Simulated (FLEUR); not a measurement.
# GdSe: one coupling from two orders, and a test

Can a spin model with one coupling foretell the energy of a further order of GdSe?

Calculated with FLEUR MaX-R8.1; LDA (VWN) with U = 6.7 eV, J = 0.7 eV on Gd f; all-electron FLAPW, Dirac cores, scalar-relativistic bands.

## 1. Set-up

The structure is cubic, space group Fm-3m (No. 225). Conventional cell: a = 5.771 Å, b = 5.771 Å, c = 5.771 Å, α = 90.00°, β = 90.00°, γ = 90.00°. Gd has 6 Se at 2.89 Å nearest. Nearest to Se lie 6 Gd at 2.89 Å. Farther neighbours and most contacts between anions are not listed.

## 2. The parallel order

All energies count from this run. A Hubbard U acts on the open shell, since semilocal functionals spread its electrons too much.

The file n_mmp_mat seeds the f occupations with whole cubic orbitals by Hund's first rule, so that the U acts from the first pass. inpgen writes inp.xml from crystal.txt; cutoffs, mixing, functional, smearing and local orbitals are then set in the file. The k list default-1 (kpts.xml, not shown) is a Γ-centred 6×6×6 mesh; where the ranks do not divide the number of points, some are split in two of half the weight.

The input, inp.xml:

```
<?xml version="1.0" encoding="UTF-8" standalone="no"?>
<fleurInput fleurInputVersion="0.39">
   <comment>
      GdSe
   </comment>
   <calculationSetup>
      <cutoffs Kmax="3.6" Gmax="10.8" GmaxXC="10.8" numbands="0"/>
      <scfLoop itmax="130" minDistance="0.0001" maxIterBroyd="15" imix="Anderson" alpha="0.05" precondParam="0.0" spinf="2.0" sdNocoIR="T"/>
      <coreElectrons ctail="T" frcor="F" kcrel="0" coretail_lmax="0"/>
      <xcFunctional name="vwn" relativisticCorrections="F"/>
      <magnetism jspins="2"/>
      <soc l_soc="F" theta="0.0" phi="0.0" spav="F"/>
      <expertModes spex="0" secvar="F"/>
      <geometryOptimization l_f="F" forcealpha="1.0" forcemix="BFGS" epsdisp="0.00001" epsforce="0.00001"/>
      <ldaU l_linMix="F" mixParam="0.05" spinf="1.0"/>
   </calculationSetup>
   <cell>
      <bzIntegration valenceElectrons="34.0" mode="hist" fermiSmearingEnergy="0.00183747">
         <kPointListSelection listName="default-1"/>
         <xi:include xmlns:xi="http://www.w3.org/2001/XInclude" href="kpts.xml"> </xi:include>
      </bzIntegration>
      <xi:include xmlns:xi="http://www.w3.org/2001/XInclude" href="sym.xml"> </xi:include>
      <bulkLattice scale="1.0">
         <bravaisMatrix>
            <row-1>    0.0000000000000000     5.4528047325332993     5.4528047325332993</row-1>
            <row-2>    5.4528047325332993     0.0000000000000000     5.4528047325332993</row-2>
            <row-3>    5.4528047325332993     5.4528047325332993     0.0000000000000000</row-3>
         </bravaisMatrix>
      </bulkLattice>
   </cell>
   <atomSpecies>
      <species name="Gadolinium7.000" element="Gd" atomicNumber="64">
         <mtSphere radius="2.66" gridPoints="879" logIncrement="0.015"/>
         <atomicCutoffs lmax="10" lnonsphr="8"/>
         <electronConfig flipSpins="F">
            <coreConfig>(1s1/2) (2s1/2) (2p1/2) (2p3/2) (3s1/2) (3p1/2) (3p3/2) (4s1/2) (3d3/2) (3d5/2) (4p1/2) (4p3/2) (4d3/2) (4d5/2)</coreConfig>
            <valenceConfig>(5s1/2) (5p1/2) (5p3/2) (6s1/2) (4f5/2) (4f7/2) (5d3/2) (5d5/2)</valenceConfig>
            <stateOccupation state="(4f5/2)" spinUp="2.5" spinDown="0.5"/>
            <stateOccupation state="(4f7/2)" spinUp="4.0" spinDown="0.0"/>
            <stateOccupation state="(5d3/2)" spinUp="0.4" spinDown="0.0"/>
            <stateOccupation state="(5d5/2)" spinUp="0.6" spinDown="0.0"/>
         </electronConfig>
         <energyParameters s="6" p="6" d="5" f="4"/>
         <ldaU l="3" U="6.7" J="0.7" l_amf="F"/>
         <lo type="SCLO" l="0" n="5" eDeriv="0"/>
         <lo type="SCLO" l="1" n="5" eDeriv="0"/>
      </species>
      <species name="Selenium (Se)" element="Se" atomicNumber="34">
         <mtSphere radius="2.66" gridPoints="879" logIncrement="0.014"/>
         <atomicCutoffs lmax="10" lnonsphr="8"/>
         <electronConfig flipSpins="F">
            <coreConfig>(1s1/2) (2s1/2) (2p1/2) (2p3/2) (3s1/2) (3p1/2) (3p3/2)</coreConfig>
            <valenceConfig>(4s1/2) (3d3/2) (3d5/2) (4p1/2) (4p3/2)</valenceConfig>
            <stateOccupation state="(4p1/2)" spinUp="0.666667" spinDown="0.666667"/>
            <stateOccupation state="(4p3/2)" spinUp="1.333333" spinDown="1.333333"/>
         </electronConfig>
         <energyParameters s="4" p="4" d="3" f="4"/>
      </species>
   </atomSpecies>
   <atomGroups>
      <atomGroup species="Gadolinium7.000">
         <relPos label="                   1">.0000000000 .0000000000 .0000000000</relPos>
         <force calculate="T" relaxXYZ="TTT"/>
      </atomGroup>
      <atomGroup species="Selenium (Se)">
         <relPos label="                   2">1.000/2.000 1.000/2.000 1.000/2.000</relPos>
         <force calculate="T" relaxXYZ="TTT"/>
      </atomGroup>
   </atomGroups>
   <output dos="F" band="F" slice="F">
      <bandDOS minEnergy="-.5*Htr" maxEnergy="0.5*Htr" sigma="0.015" storeEVData="T"/>
      <plotting iplot="0" polar="F">
         <plot TwoD="T" vec1="  1.0  0.0  0.0" vec2="  0.0  1.0  0.0" vec3="  0.0  0.0  1.0" zero="  0.0  0.0  0.0" file="plot"/>
      </plotting>
      <moessbauerParams electricFieldGradient="F" isomerShift="F" coreHyperfine="F" valenceHyperfine="F"/>
   </output>
</fleurInput>
```

The input, crystal.txt:

```
GdSe
&input film=F cartesian=F /
0.00000000000  2.88550000000  2.88550000000
2.88550000000  0.00000000000  2.88550000000
2.88550000000  2.88550000000  0.00000000000
1.8897261246
1.0 1.0 1.0

2
64 0.00000000000  0.00000000000  0.00000000000 : 7.000
34 0.50000000000  0.50000000000  0.50000000000

&kpt div1=6 div2=6 div3=6 gamma=T /
```

Command:

```console
> OMP_NUM_THREADS=1 inpgen -f crystal.txt > inpgen.log  # inp.xml is then edited as shown
> OMP_NUM_THREADS=1 mpirun -n 4 fleur_MPI > fleur.log
```

The program printed:

```text
Welcome to FLEUR        (www.flapw.de)
      MaX-Release 8.1          (www.max-centre.eu)

 ========== k-point set info ==========
 Selected k-point list: default-1
 k-point list type: mesh
 6 x 6 x 6
 Number of k points: 16

 [... set-up left out ...]
 Iteration:     1   Distance:      22.12620637 me/bohr^3
 Iteration:     2   Distance:      21.07299743 me/bohr^3
 Iteration:     3   Distance:       2.87039766 me/bohr^3
 Iteration:     4   Distance:       0.96678595 me/bohr^3
 Iteration:     5   Distance:       0.87480925 me/bohr^3
[...]
[... left out ...]
            <freeEnergy value="-13700.2206284329"/>
            <extrapolationTo0K value="-13700.2204878989"/>
         </totalEnergy>
         [... left out ...]
         <ldaUDensityMatrixConvergence>
            <distance spin="1" distance="0.000000"/>
            <distance spin="2" distance="0.000000"/>
         </ldaUDensityMatrixConvergence>
         <densityConvergence units="me/bohr^3">
            <chargeDensity spin="1" distance="0.0000355277"/>
            <chargeDensity spin="2" distance="0.0000210632"/>
            <overallChargeDensity distance="0.0000459414"/>
            <spinDensity distance="0.0000360715"/>
         </densityConvergence>
      </iteration>
```

Run time: 14 s. Hardware: 4 MPI ranks of Arm Neoverse N1, shared host; peak memory 0.21 GiB.

Spin moment in the muffin-tin sphere by atom:

```csv
atom,spin moment in the muffin-tin sphere (μB)
Gd1,7.07
Se2,-0.04
```

This step gave:

* free energy: -372801.9952 eV
* program's band gap on this mesh (in a metal only a level spacing): 0.03058 eV
* magnetization: 7.115 μB
* final state: ferromagnetic

After 17 cycles the largest moment stands at 7.07 μB.

## 3. The orders used for the fit

The other orders were run with the same settings, on meshes that hold the same points. Free energies are divided by the number of Gd atoms; q is in fractions of the reciprocal vectors of the first run's cell.

```csv
order,atoms,mesh,free energy (eV),eV per Gd,largest moment (μB)
F +,2,6×6×6,-372801.9952,-372801.9952,7.07
"AF q=(0,0,1/2) +-",4,6×6×3,-745604.0713,-372802.0357,7.19
```

## 4. Counting neighbours

With E = −Σ J e_i·e_j over ordered pairs of unit vectors, turning a neighbour from parallel to opposed costs 2J a Gd atom. So an order lies 2 Σ n J over the parallel one, n being the opposed neighbours in each shell.

```csv
shell,distance (Å),neighbours,"opposed in AF q=(0,0,1/2) +-","opposed in AF q=(0,1/2,1/2) +-"
J1,4.08,12,6,8
J2,5.77,6,6,0
```

Only J1 is kept.

## 5. Solving

```
2 × 6 × J1 = -40.5 meV    (AF q=(0,0,1/2) +-)
J1 = -3.38 meV
```

## 6. The test

The couplings now give the orders that were left out:

```
2 × 8 × (-3.38) = -54.1 meV    (AF q=(0,1/2,1/2) +-)
```

The runs themselves:

```csv
order,atoms,mesh,free energy (eV),eV per Gd,largest moment (μB),over the parallel order (meV),foretold (meV)
"AF q=(0,1/2,1/2) +-",4,6×3×6,-745604.0221,-372802.0110,7.12,-15.9,-54.1
```

## 7. One more shell

One try is to add the next shell, though changing moments can also cause the miss. Both differences then fix both couplings, and no order is left for a test.

```
2 × 6 × J1 + 2 × 6 × J2 = -40.5 meV    (AF q=(0,0,1/2) +-)
2 × 8 × J1 = -15.9 meV    (AF q=(0,1/2,1/2) +-)
J1 = -0.99 meV
J2 = -2.38 meV
```

## 8. Summary of results

```yaml
effective_coupling_of_the_reversed_pairs_counted_on_j1_gd_gd_at_4p08_a: -3.38 meV
largest_miss_on_the_orders_left_out: 38 meV
j1_with_two_shells: -0.99 meV
j2_with_two_shells: -2.38 meV
```

The model misses the order left out by 38 meV, 94 % of the largest distance from the parallel order, so it fails: these couplings alone don't describe the crystal. With the next shell added the couplings are J1 = -0.99 and J2 = -2.38 meV, untested. The largest moments of the orders differ by 1.7 % of the greatest. One difference fixes one number: it sums all reversed shells and need not be the coupling of the nearest one, even in sign. The f shell is half filled, so the spin-only picture is fair.

[Logs and program files are shortened in this print: banners, set-up blocks, solver, clock and traceback lines can be left out without a mark of their own.]

[Logs are printed without paths, hosts, clocks, repeated set-up lines and the standing remarks that a program may print on its own settings, such as how far it seeks lower states.]

[Hosts, paths, dates, database ids (printed as entryN), source tags and the programs' standing remarks are cut or masked in the printed files.]

[Where a cell is said to come from a database of computed structures, the database is the Materials Project.]
